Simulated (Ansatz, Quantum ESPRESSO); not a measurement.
# Conductance against width: a In chain with one bond drawn out, part 2 of 4

Wanted: T at the Fermi level along a series, and its decay constant, for a In chain with one bond drawn out.

Quantum ESPRESSO 7.5; plane-wave DFT, PBE, GBRV ultrasoft pseudopotentials; cross-check by Ansatz 0.2.0 with PAW datasets.

So far. Step 2 (Ground state, 0.3 Å): The run needed 15 iterations to bring the estimated error under 1e-07 Ry; the largest force on any atom, held or free, is 0.42 eV/Å.

## Step 3: The open system, 0.3 Å

Level of this step: transmission by pwcond, lead and junction from one cell; plane-wave DFT, PBE, GBRV ultrasoft pseudopotentials (Quantum ESPRESSO).

prefixt takes both regions from one run: the lead from 0 to bdl, the scattering region from bdl to bds (units of alat). ikind = 1 puts the same lead on both sides. The program's T_tot counts both spins in a run without spin; the tables below give T per spin.

The input, j0.cond.in:

```
&inputcond
  outdir = './out'
  prefixt = 'j0.scf'
  tran_file = 'j0.cond.dat'
  bdl = 0.7866666667
  bds = 3.9733333333
  ikind = 1
  ewind = 4.0
  epsproj = 1e-05
  nz1 = 7
  energy0 = 2.0
  denergy = -0.1
/
1
  0.00000000 0.00000000 1.00000000
41
```

Command:

```sh
> OMP_NUM_THREADS=1 mpirun -n 4 pwcond.x -in j0.cond.in > j0.cond.out
```

Standard output:

```text
[banner, memory and clock lines left out]
Program PWCOND v.7.5 starts

          URL

     ./out/j0.scf.save/

     IMPORTANT: XC functional enforced from input :
     Exchange-correlation= PBE
                           (   1   4   3   4   0   0   0)
     Any further DFT definition will be discarded
     Please, verify this is what you really want

     Check: negative core charge=   -0.000001

     negative rho (up, down):  5.272E-03 0.000E+00
     Reading collected, re-writing distributed wavefunctions

===== INPUT FILE containing all the regions =====

     GEOMETRY:

     lattice parameter (alat)  =      14.1729  a.u.
     the volume                =   11311.8957 (a.u.)^3
     the cross section         =     200.8724 (a.u.)^2
     l of the unit cell        =       3.9733 (alat)
     number of atoms/cell      =           10
     number of atomic types    =            1

     crystal axes: (cart. coord. in units of alat)
               a(1) = (  1.0000  0.0000  0.0000 )
               a(2) = (  0.0000  1.0000  0.0000 )
               a(3) = (  0.0000  0.0000  3.9733 )

   Cartesian axes

     site n.     atom                  positions (alat units)
          1        In     tau(  1)=(  0.5000  0.5000  3.9733  )
          2        In     tau(  2)=(  0.5000  0.5000  0.3933  )
          3        In     tau(  3)=(  0.5000  0.5000  0.7867  )
          4        In     tau(  4)=(  0.5000  0.5000  1.1800  )
          5        In     tau(  5)=(  0.5000  0.5000  1.5733  )
          6        In     tau(  6)=(  0.5000  0.5000  2.0067  )
          7        In     tau(  7)=(  0.5000  0.5000  2.4000  )
          8        In     tau(  8)=(  0.5000  0.5000  2.7933  )
          9        In     tau(  9)=(  0.5000  0.5000  3.1867  )
         10        In     tau( 10)=(  0.5000  0.5000  3.5800  )

     nr1s                      =           54
     nr2s                      =           54
     nr3s                      =          216
     nr1sx                     =           54
     nr2sx                     =           54
     nr3sx                     =          216
     nr1                       =           60
     nr2                       =           60
     nr3                       =          240
     nr1x                      =           60
     nr2x                      =           60
     nr3x                      =          240

 _______________________________
  Radii of nonlocal spheres:

     type       ibeta     ang. mom.          radius (alat units)
       In         1         0                    0.1706
       In         2         0                    0.1706
       In         3         1                    0.1706
       In         4         1                    0.1706
       In         5         2                    0.1706
       In         6         2                    0.1706
----- General information -----

--- T calc. with identical leads (ikind=1) ---

     nrx                       =           54
     nry                       =           54
     nz1                       =            7

     energy0               =         2.0E+00
     denergy               =        -1.0E-01
     nenergy               =         41
     ecut2d                =         3.4E+01
     ewind                 =         4.0E+00
     epsproj               =         1.0E-05

     number of k_|| points=    1
                       cryst. coord.
        k(    1) = (   0.0000000   0.0000000), wk =   1.0000000
----- Information about left/right lead -----

     nocros                   =           18
     noins                    =           18
     norb                     =           54
     norbf                    =          162
     nrz                      =           43

      iorb      type   ibeta   ang. mom.   m       position (alat)
        1        1       1        0        1   taunew(   1)=(  0.5000  0.5000  0.0000)
        2        1       2        0        1   taunew(   2)=(  0.5000  0.5000  0.0000)
        3        1       3        1        1   taunew(   3)=(  0.5000  0.5000  0.0000)
        4        1       3        1        2   taunew(   4)=(  0.5000  0.5000  0.0000)
        5        1       3        1        3   taunew(   5)=(  0.5000  0.5000  0.0000)
        6        1       4        1        1   taunew(   6)=(  0.5000  0.5000  0.0000)
        7        1       4        1        2   taunew(   7)=(  0.5000  0.5000  0.0000)
        8        1       4        1        3   taunew(   8)=(  0.5000  0.5000  0.0000)
        9        1       5        2        1   taunew(   9)=(  0.5000  0.5000  0.0000)
       10        1       5        2        2   taunew(  10)=(  0.5000  0.5000  0.0000)
       11        1       5        2        3   taunew(  11)=(  0.5000  0.5000  0.0000)
       12        1       5        2        4   taunew(  12)=(  0.5000  0.5000  0.0000)
       13        1       5        2        5   taunew(  13)=(  0.5000  0.5000  0.0000)
       14        1       6        2        1   taunew(  14)=(  0.5000  0.5000  0.0000)
       15        1       6        2        2   taunew(  15)=(  0.5000  0.5000  0.0000)
       16        1       6        2        3   taunew(  16)=(  0.5000  0.5000  0.0000)
       17        1       6        2        4   taunew(  17)=(  0.5000  0.5000  0.0000)
       18        1       6        2        5   taunew(  18)=(  0.5000  0.5000  0.0000)
       19        1       1        0        1   taunew(  19)=(  0.5000  0.5000  0.3933)
       20        1       2        0        1   taunew(  20)=(  0.5000  0.5000  0.3933)
       21        1       3        1        1   taunew(  21)=(  0.5000  0.5000  0.3933)
       22        1       3        1        2   taunew(  22)=(  0.5000  0.5000  0.3933)
       23        1       3        1        3   taunew(  23)=(  0.5000  0.5000  0.3933)
       24        1       4        1        1   taunew(  24)=(  0.5000  0.5000  0.3933)
       25        1       4        1        2   taunew(  25)=(  0.5000  0.5000  0.3933)
       26        1       4        1        3   taunew(  26)=(  0.5000  0.5000  0.3933)
       27        1       5        2        1   taunew(  27)=(  0.5000  0.5000  0.3933)
       28        1       5        2        2   taunew(  28)=(  0.5000  0.5000  0.3933)
       29        1       5        2        3   taunew(  29)=(  0.5000  0.5000  0.3933)
       30        1       5        2        4   taunew(  30)=(  0.5000  0.5000  0.3933)
       31        1       5        2        5   taunew(  31)=(  0.5000  0.5000  0.3933)
       32        1       6        2        1   taunew(  32)=(  0.5000  0.5000  0.3933)
       33        1       6        2        2   taunew(  33)=(  0.5000  0.5000  0.3933)
       34        1       6        2        3   taunew(  34)=(  0.5000  0.5000  0.3933)
[...]
141        1       6        2        2   taunew( 141)=(  0.5000  0.5000  2.7933)
      142        1       6        2        3   taunew( 142)=(  0.5000  0.5000  2.7933)
      143        1       6        2        4   taunew( 143)=(  0.5000  0.5000  2.7933)
      144        1       6        2        5   taunew( 144)=(  0.5000  0.5000  2.7933)
      145        1       1        0        1   taunew( 145)=(  0.5000  0.5000  3.1867)
      146        1       2        0        1   taunew( 146)=(  0.5000  0.5000  3.1867)
      147        1       3        1        1   taunew( 147)=(  0.5000  0.5000  3.1867)
      148        1       3        1        2   taunew( 148)=(  0.5000  0.5000  3.1867)
      149        1       3        1        3   taunew( 149)=(  0.5000  0.5000  3.1867)
      150        1       4        1        1   taunew( 150)=(  0.5000  0.5000  3.1867)
      151        1       4        1        2   taunew( 151)=(  0.5000  0.5000  3.1867)
      152        1       4        1        3   taunew( 152)=(  0.5000  0.5000  3.1867)
      153        1       5        2        1   taunew( 153)=(  0.5000  0.5000  3.1867)
      154        1       5        2        2   taunew( 154)=(  0.5000  0.5000  3.1867)
      155        1       5        2        3   taunew( 155)=(  0.5000  0.5000  3.1867)
      156        1       5        2        4   taunew( 156)=(  0.5000  0.5000  3.1867)
      157        1       5        2        5   taunew( 157)=(  0.5000  0.5000  3.1867)
      158        1       6        2        1   taunew( 158)=(  0.5000  0.5000  3.1867)
      159        1       6        2        2   taunew( 159)=(  0.5000  0.5000  3.1867)
      160        1       6        2        3   taunew( 160)=(  0.5000  0.5000  3.1867)
      161        1       6        2        4   taunew( 161)=(  0.5000  0.5000  3.1867)
      162        1       6        2        5   taunew( 162)=(  0.5000  0.5000  3.1867)
 ngper, shell number =          545          70
 ngper, n2d =          545         179
---  E-Ef =    2.0000000  k =    0.0000000   0.0000000
---  ie =          1  ik =          1
 Nchannels of the left tip =            3
 Right moving states:
   k1(2pi/a)   k2(2pi/a)   E-Ef (eV)
  -0.3138478   0.0000025   2.0000000
  -0.3138478   0.0000025   2.0000000
   0.3153602  -0.0000053   2.0000000
 Left moving states:
   k1(2pi/a)   k2(2pi/a)   E-Ef (eV)
   0.3138476   0.0000025   2.0000000
   0.3138476   0.0000025   2.0000000
  -0.3153602  -0.0000053   2.0000000

 to transmit
 Band j to band i transmissions and reflections:
    j         i     |T_ij|^2    |R_ij|^2

    1 -->     1     0.92018     0.03736
    1 -->     2     0.00000     0.04246
    1 -->     3     0.00000     0.00000
   Total T_j, R_j =    0.92018  0.07982

    2 -->     1     0.00000     0.04246
    2 -->     2     0.92018     0.03736
    2 -->     3     0.00000     0.00000
   Total T_j, R_j =    0.92018  0.07982

    3 -->     1     0.00000     0.00000
    3 -->     2     0.00000     0.00000
    3 -->     3     0.97439     0.02561
   Total T_j, R_j =    0.97439  0.02561

E-Ef(ev), T(x2 spins) =    2.0000000   5.6294983
---  E-Ef =    1.9000000  k =    0.0000000   0.0000000
---  ie =          2  ik =          1
 Nchannels of the left tip =            3
 Right moving states:
   k1(2pi/a)   k2(2pi/a)   E-Ef (eV)
   0.3075110  -0.0000054   1.9000000
  -0.3317118   0.0000025   1.9000000
  -0.3317118   0.0000025   1.9000000
 Left moving states:
   k1(2pi/a)   k2(2pi/a)   E-Ef (eV)
  -0.3075110  -0.0000054   1.9000000
   0.3317117   0.0000025   1.9000000
   0.3317117   0.0000025   1.9000000

 to transmit
 Band j to band i transmissions and reflections:
    j         i     |T_ij|^2    |R_ij|^2

    1 -->     1     0.97369     0.02631
    1 -->     2     0.00000     0.00000
    1 -->     3     0.00000     0.00000
   Total T_j, R_j =    0.97369  0.02631

    2 -->     1     0.00000     0.00000
    2 -->     2     0.92325     0.03606
    2 -->     3     0.00000     0.04069
   Total T_j, R_j =    0.92325  0.07675

    3 -->     1     0.00000     0.00000
    3 -->     2     0.00000     0.04070
    3 -->     3     0.92325     0.03606
   Total T_j, R_j =    0.92325  0.07675

E-Ef(ev), T(x2 spins) =    1.9000000   5.6403798
---  E-Ef =    1.8000000  k =    0.0000000   0.0000000
---  ie =          3  ik =          1
 Nchannels of the left tip =            3
 Right moving states:
   k1(2pi/a)   k2(2pi/a)   E-Ef (eV)
   0.2996215  -0.0000055   1.8000000
  -0.3498058   0.0000025   1.8000000
  -0.3498058   0.0000025   1.8000000
 Left moving states:
   k1(2pi/a)   k2(2pi/a)   E-Ef (eV)
  -0.2996215  -0.0000055   1.8000000
   0.3498057   0.0000025   1.8000000
   0.3498057   0.0000025   1.8000000

 to transmit
 Band j to band i transmissions and reflections:
    j         i     |T_ij|^2    |R_ij|^2

    1 -->     1     0.97338     0.02662
    1 -->     2     0.00000     0.00000
    1 -->     3     0.00000     0.00000
   Total T_j, R_j =    0.97338  0.02662

    2 -->     1     0.00000     0.00000
    2 -->     2     0.92552     0.04036
    2 -->     3     0.00000     0.03411
   Total T_j, R_j =    0.92552  0.07448

    3 -->     1     0.00000     0.00000
    3 -->     2     0.00000     0.03412
    3 -->     3     0.92552     0.04036
   Total T_j, R_j =    0.92552  0.07448

E-Ef(ev), T(x2 spins) =    1.8000000   5.6488469
[... further energies and points left out ...]
---  E-Ef =   -1.8000000  k =    0.0000000   0.0000000
---  ie =         39  ik =          1
 Nchannels of the left tip =            0
 Right moving states:
   k1(2pi/a)   k2(2pi/a)   E-Ef (eV)
 Left moving states:
   k1(2pi/a)   k2(2pi/a)   E-Ef (eV)

 to transmit
          E-Ef(ev), T =   -1.8000000   0.0000000
---  E-Ef =   -1.9000000  k =    0.0000000   0.0000000
---  ie =         40  ik =          1
 Nchannels of the left tip =            0
 Right moving states:
   k1(2pi/a)   k2(2pi/a)   E-Ef (eV)
 Left moving states:
   k1(2pi/a)   k2(2pi/a)   E-Ef (eV)

 to transmit
          E-Ef(ev), T =   -1.9000000   0.0000000
---  E-Ef =   -2.0000000  k =    0.0000000   0.0000000
---  ie =         41  ik =          1
 Nchannels of the left tip =            0
 Right moving states:
   k1(2pi/a)   k2(2pi/a)   E-Ef (eV)
 Left moving states:
   k1(2pi/a)   k2(2pi/a)   E-Ef (eV)

 to transmit
          E-Ef(ev), T =   -2.0000000   0.0000000
   T_tot     2.00000      0.56295E+01
   T_tot     1.90000      0.56404E+01
   T_tot     1.80000      0.56488E+01
   T_tot     1.70000      0.56553E+01
   T_tot     1.60000      0.56596E+01
   T_tot     1.50000      0.56604E+01
   T_tot     1.40000      0.56556E+01
   T_tot     1.30000      0.56432E+01
   T_tot     1.20000      0.56215E+01
   T_tot     1.10000      0.55844E+01
   T_tot     1.00000      0.56008E+01
   T_tot     0.90000      0.55623E+01
   T_tot     0.80000      0.55482E+01
   T_tot     0.70000      0.55476E+01
   T_tot     0.60000      0.55543E+01
   T_tot     0.50000      0.55595E+01
   T_tot     0.40000      0.55624E+01
   T_tot     0.30000      0.55810E+01
   T_tot     0.20000      0.56465E+01
   T_tot     0.10000      0.57604E+01
   T_tot    -0.00000      0.58263E+01
   T_tot    -0.10000      0.56933E+01
   T_tot    -0.20000      0.19529E+01
   T_tot    -0.30000      0.19532E+01
   T_tot    -0.40000      0.19536E+01
   T_tot    -0.50000      0.19541E+01
   T_tot    -0.60000      0.19550E+01
   T_tot    -0.70000      0.19563E+01
   T_tot    -0.80000      0.19583E+01
   T_tot    -0.90000      0.19611E+01
   T_tot    -1.00000      0.19650E+01
   T_tot    -1.10000      0.19700E+01
   T_tot    -1.20000      0.19740E+01
   T_tot    -1.30000      0.00000E+00
   T_tot    -1.40000      0.00000E+00
   T_tot    -1.50000      0.00000E+00
   T_tot    -1.60000      0.00000E+00
   T_tot    -1.70000      0.00000E+00
   T_tot    -1.80000      0.00000E+00
   T_tot    -1.90000      0.00000E+00
   T_tot    -2.00000      0.00000E+00

Note: The following floating-point exceptions are signalling: IEEE_UNDERFLOW_FLAG
Note: The following floating-point exceptions are signalling: IEEE_UNDERFLOW_FLAG
Note: The following floating-point exceptions are signalling: IEEE_UNDERFLOW_FLAG
Note: The following floating-point exceptions are signalling: IEEE_UNDERFLOW_FLAG
```

It took 3.8 min on 4 MPI ranks of Arm Neoverse V2, shared host; peak memory 0.49 GiB; 15 min of CPU time.

This step gave:

* lead channels at the Fermi level, one spin: 3
* transmission at the Fermi level, one spin: 2.913
* conductance: 2.913 G₀

Per spin. Open channels against energy, zero at the Fermi level:

```
energy (eV)  open channels
      -2.00              0
      -1.90              0
      -1.80              0
      -1.70              0
      -1.60              0
      -1.50              0
      -1.40              0
      -1.20              1
      -1.10              1
      -1.00              1
      -0.90              1
      -0.80              1
      -0.70              1
      -0.60              1
      -0.50              1
      -0.40              1
      -0.30              1
      -0.20              1
      -0.10              3
       0.00              3
       0.10              3
       0.20              3
       0.30              3
       0.40              3
       0.50              3
       0.60              3
       0.70              3
       0.80              3
       0.90              3
       1.00              3
       1.10              3
       1.20              3
       1.40              3
       1.50              3
       1.60              3
       1.70              3
       1.80              3
       1.90              3
       2.00              3
```

Per spin. Table of transmission by energy, zero at the Fermi level:

```
energy (eV)  transmission
      -2.00             0
      -1.90             0
      -1.70             0
      -1.60             0
      -1.40             0
      -1.30             0
      -1.20         0.987
      -1.00         0.982
      -0.90         0.981
      -0.80         0.979
      -0.60         0.978
      -0.50         0.977
      -0.30         0.977
      -0.20         0.976
      -0.10          2.85
       0.00          2.91
       0.10          2.88
       0.20          2.82
       0.30          2.79
       0.50          2.78
       0.60          2.78
       0.80          2.77
       0.90          2.78
       1.00          2.80
       1.20          2.81
       1.30          2.82
       1.40          2.83
       1.60          2.83
       1.70          2.83
       1.90          2.82
       2.00          2.81
```

(Continued in part 3 of 4.)

[Long decimals in the printed logs are rounded to 6 places.]

[Repeated lines of the later SCF iterations (solver, time, negative density, dipole) and banner, clock, host and MPI lines are left out of these logs without a mark at each place.]

[Logs are printed without paths, hosts, clocks, repeated set-up lines and the standing remarks that a program may print on its own settings, such as how far it seeks lower states.]

[Hosts, paths, dates, database ids (printed as entryN), source tags and the programs' standing remarks are cut or masked in the printed files.]

[Maps of the electrostatic potential energy from Ansatz leave out the sawtooth potential of an applied field or a dipole correction, so their vacuum need not be flat; planar profiles and work functions include it.]
